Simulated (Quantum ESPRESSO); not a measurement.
## NiO: orders under volume

Aim: follow moments and order energies of NiO with volume.

Calculated with Quantum ESPRESSO 7.5; LDA with U = 6 eV on Ni d (ortho-atomic projectors); plane waves with GBRV 1.5 LDA potentials, no spin-orbit coupling.

Most raw output is cut from this account.

### Step 1. The structure

Symmetry: Fm-3m, No. 225, cubic system. Conventional cell: a = 4.177 Å, b = 4.177 Å, c = 4.177 Å, α = 90.00°, β = 90.00°, γ = 90.00°. Nearest to Ni lie 6 O at 2.09 Å. Nearest to O lie 6 Ni at 2.09 Å. Farther neighbours and most contacts between anions are not listed.

The lattice constants were typed from memory of published values and not checked against a source.

### Step 2. Volume 0.88, ferro +

All lengths scale alike; the factor is that of the volume. Atoms keep their fractional places. Seeded atoms are those given a starting moment.

Input file pw.in:

```
&CONTROL
  calculation = 'scf'
  prefix = 'pwscf'
  outdir = './tmp'
  pseudo_dir = './pseudo'
  disk_io = 'nowf'
  tprnfor = .true.
  tstress = .true.
/
&SYSTEM
  ibrav = 0
  celldm(1) = 8
  nat = 2
  ntyp = 2
  ecutwfc = 40
  ecutrho = 280
  nbnd = 20
  occupations = 'smearing'
  smearing = 'fd'
  degauss = 0.00367493
  nspin = 2
  starting_magnetization(1) = 0.1111
  starting_magnetization(2) = 0
/
&ELECTRONS
  conv_thr = 4d-09
  electron_maxstep = 150
  mixing_beta = 0.3
/
ATOMIC_SPECIES
Ni     58.6934 ni_lda_v1.4.uspp.F.UPF
O      15.9990 o_lda_v1.2.uspp.F.UPF
CELL_PARAMETERS alat
   0.0000000000000    0.4727565816007    0.4727565816007
   0.4727565816007    0.0000000000000    0.4727565816007
   0.4727565816007    0.4727565816007    0.0000000000000
ATOMIC_POSITIONS crystal
Ni      0.0000000000    0.0000000000    0.0000000000
O       0.5000000000    0.5000000000    0.5000000000
K_POINTS automatic
12 12 12 0 0 0
HUBBARD {ortho-atomic}
U Ni-3d 6.0000
```

Run with:

```
OMP_NUM_THREADS=1 mpirun -n 4 pw.x -nk 4 -in pw.in > pw.out
```

The job ended after 8.7 s (4 MPI ranks of AMD EPYC 7B13 (Zen 3), shared host; peak memory 0.3 GiB; 33 s of CPU time).

Spin moment in the atom's sphere by atom:

```csv
atom,spin moment in the atom's sphere (μB)
Ni1,1.67
O2,0.26
```

Read from the output:

| Item | Value |
| --- | --- |
| smearing term TS | 1.16e-7 eV |
| pressure | 27.69 GPa |
| magnetization | 2 μB |
| absolute magnetization | 2.011 μB |
| final state | ferromagnetic |

### Step 3. Volume 0.88, antiferro q=(0,0,1/2) +-

The wavevector q is in fractions of the reciprocal vectors of the crystal's primitive cell, as the cells of these inputs are built from it; moments change sign between cells as cos(2π q·R).

Input file pw.in:

```
&CONTROL
  calculation = 'scf'
  prefix = 'pwscf'
  outdir = './tmp'
  pseudo_dir = './pseudo'
  disk_io = 'nowf'
  tprnfor = .true.
  tstress = .true.
/
&SYSTEM
  ibrav = 0
  celldm(1) = 8
  nat = 4
  ntyp = 3
  ecutwfc = 40
  ecutrho = 280
  nbnd = 33
  occupations = 'smearing'
  smearing = 'fd'
  degauss = 0.00367493
  nspin = 2
  starting_magnetization(1) = 0.1111
  starting_magnetization(2) = -0.1111
  starting_magnetization(3) = 0
/
&ELECTRONS
  conv_thr = 8d-09
  electron_maxstep = 150
  mixing_beta = 0.3
/
ATOMIC_SPECIES
Ni1    58.6934 ni_lda_v1.4.uspp.F.UPF
Ni2    58.6934 ni_lda_v1.4.uspp.F.UPF
O      15.9990 o_lda_v1.2.uspp.F.UPF
CELL_PARAMETERS alat
   0.0000000000000    0.4727565816007    0.4727565816007
   0.4727565816007    0.0000000000000    0.4727565816007
   0.9455131631991    0.9455131631991    0.0000000000000
ATOMIC_POSITIONS crystal
Ni1     0.0000000000    0.0000000000    0.0000000000
Ni2     0.0000000000    0.0000000000    0.5000000000
O       0.5000000000    0.5000000000    0.2500000000
O       0.5000000000    0.5000000000    0.7500000000
K_POINTS automatic
12 12 6 0 0 0
HUBBARD {ortho-atomic}
U Ni1-3d 6.0000
U Ni2-3d 6.0000
```

The job ended after 40 s (4 MPI ranks; peak memory 0.46 GiB).

Spin moment in the atom's sphere by atom:

```csv
atom,spin moment in the atom's sphere (μB)
Ni1,1.58
Ni2,-1.58
O3,0.00
O4,0.00
```

This step gave:

```
smearing term TS       : 3.31e-13 eV
pressure               : 22.28 GPa
magnetization          : 0 μB
absolute magnetization : 3.445 μB
final state            : antiferromagnetic
```

### Step 4. Volume 0.88, no spin polarisation

Input file pw.in:

```
&CONTROL
  calculation = 'scf'
  prefix = 'pwscf'
  outdir = './tmp'
  pseudo_dir = './pseudo'
  disk_io = 'nowf'
  tprnfor = .true.
  tstress = .true.
/
&SYSTEM
  ibrav = 0
  celldm(1) = 8
  nat = 2
  ntyp = 2
  ecutwfc = 40
  ecutrho = 280
  nbnd = 19
  occupations = 'smearing'
  smearing = 'fd'
  degauss = 0.00367493
/
&ELECTRONS
  conv_thr = 4d-09
  electron_maxstep = 150
  mixing_beta = 0.3
/
ATOMIC_SPECIES
Ni     58.6934 ni_lda_v1.4.uspp.F.UPF
O      15.9990 o_lda_v1.2.uspp.F.UPF
CELL_PARAMETERS alat
   0.0000000000000    0.4727565816007    0.4727565816007
   0.4727565816007    0.0000000000000    0.4727565816007
   0.4727565816007    0.4727565816007    0.0000000000000
ATOMIC_POSITIONS crystal
Ni      0.0000000000    0.0000000000    0.0000000000
O       0.5000000000    0.5000000000    0.5000000000
K_POINTS automatic
12 12 12 0 0 0
HUBBARD {ortho-atomic}
U Ni-3d 6.0000
```

The job ended after 4.5 s (4 MPI ranks; peak memory 0.28 GiB; 17 s of CPU time).

Numbers from this step:

* smearing term TS: 0.01319 eV
* pressure: 6.657 GPa
* final state: non-magnetic (no spin polarisation)

### Step 5. Volume 1.12, ferro +

Edit pw.in of step 4 so:

```diff
@@ -16,3 +16,3 @@
   ecutrho = 280
-  nbnd = 19
+  nbnd = 20
   occupations = 'smearing'
@@ -20,2 +20,5 @@
   degauss = 0.00367493
+  nspin = 2
+  starting_magnetization(1) = 0.1111
+  starting_magnetization(2) = 0
 /
@@ -30,5 +33,5 @@
 CELL_PARAMETERS alat
-   0.0000000000000    0.4727565816007    0.4727565816007
-   0.4727565816007    0.0000000000000    0.4727565816007
-   0.4727565816007    0.4727565816007    0.0000000000000
+   0.0000000000000    0.5123295045716    0.5123295045716
+   0.5123295045716    0.0000000000000    0.5123295045716
+   0.5123295045716    0.5123295045716    0.0000000000000
 ATOMIC_POSITIONS crystal
```

It took 8.3 s on 4 MPI ranks; peak memory 0.32 GiB.

Read from the output:

```yaml
smearing_term_ts: 4.90e-10 eV
pressure: -25.56 GPa
magnetization: 2 μB
absolute_magnetization: 2.012 μB
final_state: ferromagnetic
largest_moment: 1.723 μB
```

### Step 6. Trends

The runs not shown differ from these in the moved quantity alone.

States, by row:

```csv
volume,ferro +,"antiferro q=(0,0,1/2) +-",no spin polarisation
0.88,ferromagnetic,antiferromagnetic,non-magnetic
0.91,ferromagnetic,antiferromagnetic,non-magnetic
0.94,ferromagnetic,antiferromagnetic,non-magnetic
0.97,ferromagnetic,antiferromagnetic,non-magnetic
1,ferromagnetic,antiferromagnetic,non-magnetic
1.03,ferromagnetic,antiferromagnetic,non-magnetic
1.06,ferromagnetic,antiferromagnetic,non-magnetic
1.09,ferromagnetic,antiferromagnetic,non-magnetic
1.12,ferromagnetic,antiferromagnetic,non-magnetic
```

The largest site moment by volume:

```csv
volume (factor),ferro + (μB),"antiferro q=(0,0,1/2) +- (μB)"
0.8800,1.67,1.58
0.9100,1.68,1.60
0.9400,1.69,1.61
0.9700,1.69,1.62
1.0000,1.70,1.63
1.0300,1.71,1.64
1.0600,1.71,1.65
1.0900,1.72,1.66
1.1200,1.72,1.67
```

The energy less that of the parallel start by volume; values in meV a seeded atom:

```csv
volume (factor),"antiferro q=(0,0,1/2) +-",no spin polarisation
0.8800,-183,1364
0.9100,-166,1433
0.9400,-151,1497
0.9700,-137,1555
1.0000,-126,1608
1.0300,-115,1656
1.0600,-106,1700
1.0900,-97.7,1741
1.1200,-90.4,1777
```

Energy over the lowest against volume; values in meV an atom:

```csv
volume (factor),ferro +,"antiferro q=(0,0,1/2) +-",no spin polarisation
0.8800,153,61.7,835
0.9100,108,25.1,825
0.9400,81.0,5.67,829
0.9700,68.7,0,846
1.0000,69.5,6.74,873
1.0300,80.7,23.1,909
1.0600,101,48.0,951
1.0900,129,79.8,999
1.1200,163,118,1052
```

### Step 7. Summary of results

| Quantity | Value |
| --- | --- |
| moment, parallel start | 1.67 to 1.72 μB |
| states met from these starts | antiferromagnetic and ferromagnetic |

The moment of the parallel start goes from 1.67 μB at 0.88 to 1.72 μB at 1.12. The net moment of the cell goes from 2 to 2 μB. The radius of the spheres follows the nearest distance, so part of the change of the site moments is the spheres'. The largest moment of the start antiferro q=(0,0,1/2) +- lies between 1.58 and 1.67 μB. The start antiferro q=(0,0,1/2) +- lies under the parallel one at every finished point, by 90.4 to 183 meV a seeded atom.

[Logs and program files are shortened in this print: banners, set-up blocks, solver, clock and traceback lines can be left out without a mark of their own.]

[Logs are printed without paths, hosts, clocks, repeated set-up lines and the standing remarks that a program may print on its own settings, such as how far it seeks lower states.]

[Hosts, paths, dates, database ids (printed as entryN), source tags and the programs' standing remarks are cut or masked in the printed files.]

[Where a cell is said to come from a database of computed structures, the database is the Materials Project.]
